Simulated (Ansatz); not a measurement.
**Be (Im-3m, 1 atom in the cell): phonons and vibrational spectra**

The cell of Be (Im-3m, 1 atom in the cell) is at rest. What are its phonons?

Method: DFT PBEsol, scalar-relativistic, plane waves, PAW; PAW set soft_1, in Ansatz 0.2.0.

This is not the structure that Be takes at ambient pressure and room temperature (hexagonal, No. 194); it is a model or a phase of other conditions.

**1. The starting structure**

It takes space group Im-3m (No. 229, cubic). Conventional cell: a = 2.492 Å, b = 2.492 Å, c = 2.492 Å, α = 90.00°, β = 90.00°, γ = 90.00°. Be has 8 Be at 2.16 Å nearest.

**2. Response at finite wavevector**

The cell comes from relaxations at this level that are not shown. Stability and thermal properties need the whole zone. Linear response on a 6×6×6 q mesh gives force constants as far as a supercell of that size would.

The input, input.yaml:

```yaml
crystal:
  lattice:
    - [-1.2461673065, 1.2461673065, 1.2461673065]
    - [1.2461673065, -1.2461673065, 1.2461673065]
    - [1.2461673065, 1.2461673065, -1.2461673065]
  atoms:
    - { symbol: Be, position: [0.0, 0.0, 0.0] }
kpoints:
  mp_grid: { grid: [24, 24, 24] }
hamiltonian:
  xc: pbesol
  pseudopotentials: { kind: paw, azcp: { folder: soft_1 }, xc_functional: pbe }
scf:
  occupations: { method: methfessel_paxton, width: 0.2 }
output:
  eigenvalues: true
phonons:
  method: dfpt
  qmesh: [6, 6, 6]
  temperatures: { t_max: 1000, t_step: 50 }
  qpath:
    path:
      - [[0.0, 0.0, 0.0], [0.5, -0.5, 0.5], [0.0, 0.0, 0.5], [0.0, 0.0, 0.0], [0.25, 0.25, 0.25], [0.5, -0.5, 0.5]]
      - [[0.25, 0.25, 0.25], [0.0, 0.0, 0.5]]
    npoints: 10
```

On the command line:

```console
$ ansatz run input.yaml --threads 4 --pin off --max-ram 10240MiB --backend cpu --events-out ev --progress --plain --runs-dir out
```

Numbers of over 12 decimals in the logs are rounded to 6 here.

What it wrote:

```text
Engine: ansatz 0.2.0, aarch64-unknown-linux-gnu
Pseudopotentials: kind: paw
Pseudopotential: Be, paw, valence charge 2, recommended cutoff 420 eV (normal), soft_1/Be.paw.azcp
Functional definition: PBEsol
  exchange = pbesol_x
  correlation = pbesol_c
Crystal: 1 atoms, lattice volume = 7.741 Å³
Basis set: ecut = 420 eV, 141 PW (Γ), exchange–correlation on 30×30×30 points (8 copies of the dense FFT grid, shifted against one another)
Bands: 5, of which v1, the nominal top of the filled ones, is band 1 counted from 1 (0 counted from 0)
Symmetry: 48 space group operations
k-points: 413 of 13824
Non-local potential: Be, projectors of the file, l = 0: 2, l = 1: 2, l = 2: 1
PAW form: soft (Blöchl's): semilocal exchange-correlation on the pseudo side does not see the compensation charge
PAW frozen core: Be, regenerated for the run's functional, and the local potential with it (the file was generated under x = pbe(κ = 0.804, μ = 0.219515), c = pbe(β = 0.066725))
PAW one-centre angular grid: Be, 110 points (default); XC on 64 Gauss nodes
Initial density: superposition of atomic densities (chi_scale 0.1, normalization cell)
Initial wavefunctions: pseudopotential atomic-orbital guess
Functional: x = pbesol(κ = 0.804, μ = 0.123457), c = pbesol(β = 0.046)
iter 1 solved again at ethr=2.86e-5 eV; its pass at ethr=3.10e-3 eV (dr2=5.72e-4 eV) is discarded
SCF iter   1: F=—  HF=-90.257817 eV  |F-HF|=—  |Δ(HF+E_count)|=         —  Δρ=5.68e-3  dr2=5.73e-4  ethr=2.86e-5  ⟨swp⟩=1.0  Hψ=23808  notcnv=0
preconditioner: auto → none  [metal: Δε(μ)=0.047 eV  Ē_g=19.160 eV  σ=0.200 eV  W_gap=0.20  n_scr=0 (ndim 8)  ℏωp=18.9 eV  f_vac=0.000  D(μ)=0.17/eV (n_scr^D=0)]
SCF iter   2: F=—  HF=-90.252475 eV  |F-HF|=—  |Δ(HF+E_count)|=   5.34e-3  S|Δr|=    0.00e0  Δρ=2.88e-3  dr2=1.60e-4  ethr=2.86e-5  ⟨swp⟩=1.0  Hψ=2065  notcnv=0
SCF iter   3: F=—  HF=-90.251653 eV  |F-HF|=—  |Δ(HF+E_count)|=   8.22e-4  S|Δr|=    0.00e0  Δρ=1.26e-4  dr2=8.21e-7  ethr=7.98e-6  ⟨swp⟩=1.2  Hψ=2146  notcnv=0
SCF iter   4: F=—  HF=-90.251653 eV  |F-HF|=—  |Δ(HF+E_count)|=   4.09e-7  S|Δr|=    0.00e0  Δρ=4.41e-5  dr2=9.49e-8  ethr=4.11e-8  ⟨swp⟩=1.0  Hψ=2082  notcnv=0
SCF iter   5: F=—  HF=-90.251653 eV  |F-HF|=—  |Δ(HF+E_count)|=   4.97e-8  S|Δr|=    0.00e0  Δρ=7.94e-7  dr2=1.50e-11  ethr=4.75e-9  ⟨swp⟩=1.1  Hψ=2095  notcnv=0
SCF iter   6: F=-90.251653 eV  HF=-90.251653 eV  |F-HF|=1.42e-14  |Δ(HF+E_count)|=  9.04e-12  S|Δr|=    0.00e0  Δρ=4.57e-8  dr2=8.56e-14  ethr=1.00e-12  ⟨swp⟩=3.9  Hψ=4265  notcnv=0
SCF 1 converged in 6 iterations: F = -90.251653 eV  dr2 = 8.56e-14
  greatest PAW one-centre occupation: 0.349 electrons in one spin orbital (limit 2), on the Be atom at site 0 (counted from 0), in its partial waves of l = 0
NSCF: frozen V_eff on 413 k-points
NSCF: frozen V_eff on 1063 k-points
DFPT response loops at q = (0, 0, 0) (fractional): preconditioner auto → Kerker (q_TF=auto, 2.177 Å⁻¹) (partly filled bands, converged f_vac=0.000); β = 1.00, the filter's whole step (`scf.mixing.beta` (0.50) is not read by the response loops under this deck's `scf.mixing.preconditioner`; to damp them name `kerker` or `kerker_dos`, under which they read `scf.mixing.beta`, and type it under 1.00, their step now; both keys bind the ground state too); Broyden in place of MSR1
NSCF: frozen V_eff on 14400 k-points
DFPT response loops at q = (0, 0, 0.166667) (fractional): mixed as the last ones told, above
NSCF: frozen V_eff on 14400 k-points
DFPT response loops at q = (0, 0, 0.333333) (fractional): mixed as the last ones told, above
NSCF: frozen V_eff on 7228 k-points
DFPT response loops at q = (0, 0, -0.5) (fractional): mixed as the last ones told, above
NSCF: frozen V_eff on 27648 k-points
DFPT response loops at q = (0, 0.166667, 0.166667) (fractional): mixed as the last ones told, above
NSCF: frozen V_eff on 27648 k-points
DFPT response loops at q = (0, 0.166667, 0.333333) (fractional): mixed as the last ones told, above
NSCF: frozen V_eff on 14400 k-points
DFPT response loops at q = (0, 0.333333, 0.333333) (fractional): mixed as the last ones told, above
NSCF: frozen V_eff on 14400 k-points
DFPT response loops at q = (0.166667, 0.166667, 0.166667) (fractional): mixed as the last ones told, above
NSCF: frozen V_eff on 13872 k-points
DFPT response loops at q = (0.166667, 0.166667, 0.333333) (fractional): mixed as the last ones told, above
NSCF: frozen V_eff on 7512 k-points
DFPT response loops at q = (0.166667, 0.166667, -0.166667) (fractional): mixed as the last ones told, above
NSCF: frozen V_eff on 14400 k-points
DFPT response loops at q = (0.166667, 0.333333, -0.333333) (fractional): mixed as the last ones told, above
NSCF: frozen V_eff on 14400 k-points
DFPT response loops at q = (0.166667, -0.5, -0.5) (fractional): mixed as the last ones told, above
NSCF: frozen V_eff on 27648 k-points
DFPT response loops at q = (0.166667, -0.5, -0.333333) (fractional): mixed as the last ones told, above
NSCF: frozen V_eff on 7512 k-points
DFPT response loops at q = (0.333333, 0.333333, -0.333333) (fractional): mixed as the last ones told, above
NSCF: frozen V_eff on 14400 k-points
DFPT response loops at q = (0.333333, -0.5, -0.5) (fractional): mixed as the last ones told, above
NSCF: frozen V_eff on 2126 k-points
DFPT response loops at q = (-0.5, -0.5, -0.5) (fractional): mixed as the last ones told, above
SCF converged after 6 iterations
Stability not checked: this state was not tested for a lower state beside it, because cold or Methfessel-Paxton smearing, or corrected tetrahedra, fill the levels in a way that the test cannot read (fill_not_monotonic; see scf.lower_state_search)
Free energy (F): -90.251653 eV
Harris-Foulkes:  -90.251653 eV  (|F-HF|=1.42e-14)
Internal energy: -90.251589 eV  (E = F + TS)
E sigma→0 (E₀):  -90.251637 eV
Entropy (-TS):   -0.000064 eV (-0.064 meV/atom)
Fermi energy:    9.268141 eV
--- Per-component energies (eV) ---
  E_band       = 6.443188
  E_kinetic    = 21.747987
  E_local      = 3.408374  (includes V_loc(G=0)·N_el)
  E_nonlocal   = 3.650919
  E_hartree    = 0.018749
  E_xc         = -20.407490
  E_vxc        = -20.928260  (∫ρ·V_xc dr)
  E_paw        = -56.627785  (= ΣΔE_a)
  E_vpaw       = -1.473330  (= ΣTr[D̂ρ^β])
  E_aug_tail   = -0.000001  (compensation charges beyond the density's cutoff)
  E_ewald      = -42.051875
  E_core_change = 0.009531  (= ΣΔE_core)
  E_smearing   = -0.000064  (= −TS)
  E_closure    = -0.000000  (closes the sum)
  Σ components = -90.251653   (vs F -90.251653, Δ=0.00e0)
--- Band table (eV; the first three rows and the last of 413) ---
  k-point 0: bands = ["-3.1536", "28.7764", "28.7764", "28.7764", "40.1352"]
  k-point 1: bands = ["-3.0926", "28.4713", "28.5179", "28.7029", "39.2794"]
  k-point 2: bands = ["-2.9094", "27.5327", "27.8417", "28.4858", "37.4889"]
  k-point 412: bands = ["13.1639", "13.1639", "13.1639", "19.0374", "19.0374"]
--- Phonons (Γ-DFPT): 1 representative perturbation + reference (Σ response iterations 3) ---
  ASR residual: 9.285e-6 → 0.000e0 eV/Å²; symmetrization residual: 9.252e-17 eV/Å²
  ASR residual per site (eV/Å²): 9.28e-6
  Γ frequencies (cm⁻¹): 0.00 0.00 0.00
--- Phonons (arbitrary-q DFPT): 16 irreducible q on the 6×6×6 mesh ---
  q = [0.0000, 0.0000, 0.0000] (star 1, of the zone-centre solve; hermiticity 1.45e-12, symmetrization 9.96e-12): -0.00 -0.00 -0.00
  q = [0.0000, 0.0000, 0.1667] (star 12, 2 solved perturbations in 10956 linear systems a pass and spin channel, the states on 7200 of 13824 k-point pairs; hermiticity 1.19e-15, symmetrization 5.57e-15): 84.80 317.94 362.99
  q = [0.0000, 0.0000, 0.3333] (star 12, 2 solved perturbations in 10956 linear systems a pass and spin channel, the states on 7200 of 13824 k-point pairs; hermiticity 1.98e-16, symmetrization 9.48e-16): 57.19 531.79 583.92
  q = [0.0000, 0.0000, -0.5000] (star 6, 2 solved perturbations in 5577 linear systems a pass and spin channel, the states on 3614 of 13824 k-point pairs; hermiticity 2.39e-12, symmetrization 2.29e-12): -53.81 605.34 669.57
  q = [0.0000, 0.1667, 0.1667] (star 24, 2 solved perturbations in 21024 linear systems a pass and spin channel, the states on 13824 of 13824 k-point pairs; hermiticity 1.66e-9, symmetrization 2.37e-15): 210.47 339.81 592.35
  q = [0.0000, 0.1667, 0.3333] (star 48, 3 solved perturbations on 13824 of 13824 k-point pairs: no pair is spared here; hermiticity 2.83e-9, symmetrization 7.54e-18): 267.20 536.68 658.17
  q = [0.0000, 0.3333, 0.3333] (star 8, 1 solved perturbation on 7200 of 13824 k-point pairs; hermiticity 1.96e-15, symmetrization 1.96e-15): 422.91 566.78 566.78
  q = [0.1667, 0.1667, 0.1667] (star 8, 1 solved perturbation on 7200 of 13824 k-point pairs; hermiticity 1.54e-15, symmetrization 2.57e-15): 276.59 276.59 687.02
  q = [0.1667, 0.1667, 0.3333] (star 12, 2 solved perturbations in 10692 linear systems a pass and spin channel, the states on 6936 of 13824 k-point pairs; hermiticity 8.33e-16, symmetrization 1.23e-15): 271.51 511.11 551.60
  q = [0.1667, 0.1667, -0.1667] (star 6, 2 solved perturbations in 5784 linear systems a pass and spin channel, the states on 3756 of 13824 k-point pairs; hermiticity 1.42e-15, symmetrization 4.09e-15): 352.72 379.88 379.88
  q = [0.1667, 0.3333, -0.3333] (star 24, 3 solved perturbations on 7200 of 13824 k-point pairs; hermiticity 2.62e-9, symmetrization 5.15e-16): 398.68 544.00 588.76
  q = [0.1667, -0.5000, -0.5000] (star 12, 2 solved perturbations in 10956 linear systems a pass and spin channel, the states on 7200 of 13824 k-point pairs; hermiticity 2.93e-11, symmetrization 1.67e-11): 398.08 620.23 680.39
  q = [0.1667, -0.5000, -0.3333] (star 24, 2 solved perturbations in 21024 linear systems a pass and spin channel, the states on 13824 of 13824 k-point pairs; hermiticity 8.89e-10, symmetrization 3.89e-16): 495.62 584.88 654.45
  q = [0.3333, 0.3333, -0.3333] (star 6, 2 solved perturbations in 5784 linear systems a pass and spin channel, the states on 3756 of 13824 k-point pairs; hermiticity 3.60e-16, symmetrization 2.22e-15): 593.83 593.83 601.60
  q = [0.3333, -0.5000, -0.5000] (star 12, 2 solved perturbations in 10956 linear systems a pass and spin channel, the states on 7200 of 13824 k-point pairs; hermiticity 9.98e-11, symmetrization 5.26e-11): 596.96 642.65 644.28
  q = [-0.5000, -0.5000, -0.5000] (star 1, 1 solved perturbation on 1063 of 13824 k-point pairs; hermiticity 5.69e-12, symmetrization 2.85e-12): 665.29 665.29 665.29
  sum rule: each row above includes the acoustic sum rule's correction from the zone centre's row sums; it moved no ω² by more than (0.53 cm⁻¹)²
  mesh force constants: q→R imaginary residual 0.00e0; ASR residual 9.285e-6 → 0.000e0 eV/Å²; symmetrization residual 5.329e-15 eV/Å²
  interpolated dispersion: 62 rows × 3 modes
  density of states and harmonic sums: on the 36×36×36 q-mesh, interpolated from the force constants of a 6×6×6 supercell (no non-analytic term)
  largest difference from the sums on the solved wave vectors: F 5.17e-3 eV, S 8.58e-6 and C_V 3.46e-6 eV/K
  zero-point energy: 0.088536 eV/cell   skipped modes (ω ≤ 0): 8, of them read as no rigid motion or as one in doubt: 5 (1.929e-3 modes/cell left out, lowest -53.81 cm⁻¹)   left out of the sums: 6.64e-4 of the cell's modes: C_V's classical limit lies that fraction below 3 k_B per atom; for a crystal, a wire or a layer, F and S can be off by more, and a phonons.interpolated_qmesh denser along its periods is the remedy for the sampling
```

Wall time 2.5 min (4 threads of Arm Neoverse V1, shared host); peak memory 1.6 GiB; 8.6 min of CPU time.

In the SCF lines HF is the Harris–Foulkes energy and dr2 the Hartree energy of the density residual, in eV; the loop may stop once dr2 is under the threshold and the program's other checks hold. Hψ counts applications of the Hamiltonian.

This step gave:

```yaml
volume_per_atom: 7.741 Å³
gap_on_the_k_mesh: 0 eV
sum_rule_residual_before_enforcement: 9.28e-6 eV/Å²
lowest_frequency_on_the_path: -53.81 cm⁻¹
highest_frequency_on_the_path_or_at_a_solved_wavevector: 687.0 cm⁻¹
lowest_mode_on_the_q_mesh_acoustic_modes_at_gamma_apart: -53.81 cm⁻¹
```

Frequencies (cm⁻¹) solved at each irreducible wavevector; negative means imaginary. Frequencies by wavevector, by row:

| q in reciprocal lattice units | star | mode 1 | mode 2 | mode 3 |
| --- | --- | --- | --- | --- |
| 0 0 0 | 1 | 0 | 0 | 0 |
| 0 0 0.1667 | 12 | 84.8 | 317.9 | 363 |
| 0 0 0.3333 | 12 | 57.2 | 531.8 | 583.9 |
| 0 0 -0.5 | 6 | -53.8 | 605.3 | 669.6 |
| 0 0.1667 0.1667 | 24 | 210.5 | 339.8 | 592.4 |
| 0 0.1667 0.3333 | 48 | 267.2 | 536.7 | 658.2 |
| 0 0.3333 0.3333 | 8 | 422.9 | 566.8 | 566.8 |
| 0.1667 0.1667 0.1667 | 8 | 276.6 | 276.6 | 687 |
| 0.1667 0.1667 0.3333 | 12 | 271.5 | 511.1 | 551.6 |
| 0.1667 0.1667 -0.1667 | 6 | 352.7 | 379.9 | 379.9 |
| 0.1667 0.3333 -0.3333 | 24 | 398.7 | 544 | 588.8 |
| 0.1667 -0.5 -0.5 | 12 | 398.1 | 620.2 | 680.4 |
| 0.1667 -0.5 -0.3333 | 24 | 495.6 | 584.9 | 654.5 |
| 0.3333 0.3333 -0.3333 | 6 | 593.8 | 593.8 | 601.6 |
| 0.3333 -0.5 -0.5 | 12 | 597 | 642.6 | 644.3 |
| -0.5 -0.5 -0.5 | 1 | 665.3 | 665.3 | 665.3 |

Interpolated from a 6×6×6 q mesh. The phonon branches at the labelled points (cm⁻¹):

| point | branch 1 | branch 2 | branch 3 |
| --- | --- | --- | --- |
| Γ | 0 | 0 | 0 |
| halfway | 500 | 500 | 508 |
| H | 665 | 665 | 665 |
| halfway | 508 | 630 | 664 |
| N | -54 | 605 | 670 |
| halfway | 74 | 444 | 482 |
| Γ | 0 | 0 | 0 |
| halfway | 203 | 203 | 646 |
| P | 425 | 425 | 425 |
| halfway | 482 | 611 | 611 |
| H | 665 | 665 | 665 |
| jump to P | 425 | 425 | 425 |
| halfway | 211 | 561 | 596 |
| N | -54 | 605 | 670 |

The phonon branches as a text plot (rows in cm⁻¹):

```
    670 |          ****  ******             **           **    **
    639 |         **  *****    *           *  *       ***
    608 |        *     *   **** *                    *        ***
    577 |       *       *      *          *         *  *     **
    547 |       *               *                  *  *     **
    516 |     **         *                     *  *
    485 |     **                 *               *   *      *
    454 |                 *      *       *          *      *
    423 |    *                    *             *  *       *
    393 |                                      *
    362 |   *                     *              **        *
    331 |   *                      *    *     *
    300 |                          *         *              *
    270 |  *               *
    239 |  *                        *       *                *
    208 |                           *      *
    177 |                              * **                   *
    146 | *                 *           *
    116 | *                          *
     85 |                        ***** *                       *
     54 |                       *    *
     23 |                      *
     -8 |*                            *                         *
    -38 |                    **
         Γ           H       N        Γ         P        H|P    N
```

The phonon density of states has structure finer than the step of the table below, so its rows give means over 25 cm⁻¹, whole bins alone (the curve runs from -55 to 685 cm⁻¹). Peaks (cm⁻¹: height): 655.0: 0.0203.

Tetrahedra on a 36×36×36 mesh, mean over bins of 10 cm-1. Interpolated from a 6×6×6 q mesh. Phonon density of states against wavenumber; means over each step:

wavenumber (cm⁻¹), phonon density of states (1/cm⁻¹/cell) and a bar:
```
      -25     0.0000 
        0     0.0000 
       25     0.0001 
       50     0.0002 
       75     0.0009 ##
      100     0.0017 ###
      125     0.0021 ####
      150     0.0023 ####
      175     0.0023 ####
      200     0.0025 #####
      225     0.0027 #####
      250     0.0028 #####
      275     0.0030 ######
      300     0.0032 ######
      325     0.0034 ######
      350     0.0035 ######
      375     0.0036 #######
      400     0.0038 #######
      425     0.0042 ########
      450     0.0045 ########
      475     0.0048 #########
      500     0.0052 ##########
      525     0.0058 ###########
      550     0.0067 ############
      575     0.0081 ###############
      600     0.0102 ###################
      625     0.0103 ###################
      650     0.0162 ##############################
```

Second derivatives of the energy by pair, one row for each kind of neighbour of each atom listed. Each entry sums the pair over the periodic images of the supercell that the q mesh stands for, and in a polar crystal it holds the long-range dipole part too. Force constants by pair, by row:

| atom | neighbour | distance (Å) | third of the trace (eV/Å²) | along the pair's line (eV/Å²) |
| --- | --- | --- | --- | --- |
| Be1 | itself | 0 | 8.435 | – |
| Be1 | Be | 2.158 | -0.9038 | -2.689 |
| Be1 | Be | 2.492 | -3.00e-4 | 0.545 |
| Be1 | Be | 3.525 | -0.1382 | -0.5323 |
| Be1 | Be | 4.133 | 0.0205 | 0.0731 |
| Be1 | Be | 4.317 | 0.0492 | 0.2351 |
| Be1 | Be | 4.985 | -6.00e-4 | -0.0629 |
| Be1 | Be | 5.432 | -0.0077 | -0.0232 |
| Be1 | Be | 5.573 | 0.0107 | 0.0327 |

Symmetry leaves 16 wavevectors to solve. The lowest mode among them, the acoustic zeros apart, lies at q = (0, 0, -0.5) and is imaginary, 53.8i cm⁻¹, so the energy falls along it.

**3. Outcome**

```yaml
space_group_within_0p01_a: Im-3m
volume_per_atom: 7.74 Å³
electronic_character: no gap on this mesh
lowest_mode_on_the_q_mesh_acoustic_modes_at_gamma_apart: -53.8 cm⁻¹
highest_frequency_on_the_path_or_at_a_solved_wavevector: 687 cm⁻¹
imaginary_modes_on_the_6x6x6_q_mesh: yes
```

In words: Modes are clearly imaginary (beyond 10i cm⁻¹) at 1 of the 16 irreducible wavevectors, most at q = (0, 0, -0.5) (53.8i cm⁻¹), so this structure is not a minimum of the energy. With no gap, or one that is small against the smearing, the frequencies hang on the k mesh and the smearing, most of all near Kohn anomalies. The PAW files were made for PBE and serve the other functionals too. A phonon run warned that its eigensolver left some bands unconverged in a pass. These are harmonic frequencies at zero temperature: anharmonic shifts, linewidths and thermal expansion are left out.

[Logs are printed without paths, hosts, clocks, repeated set-up lines and the standing remarks that a program may print on its own settings, such as how far it seeks lower states.]

[Hosts, paths, dates, database ids (printed as entryN), source tags and the programs' standing remarks are cut or masked in the printed files.]
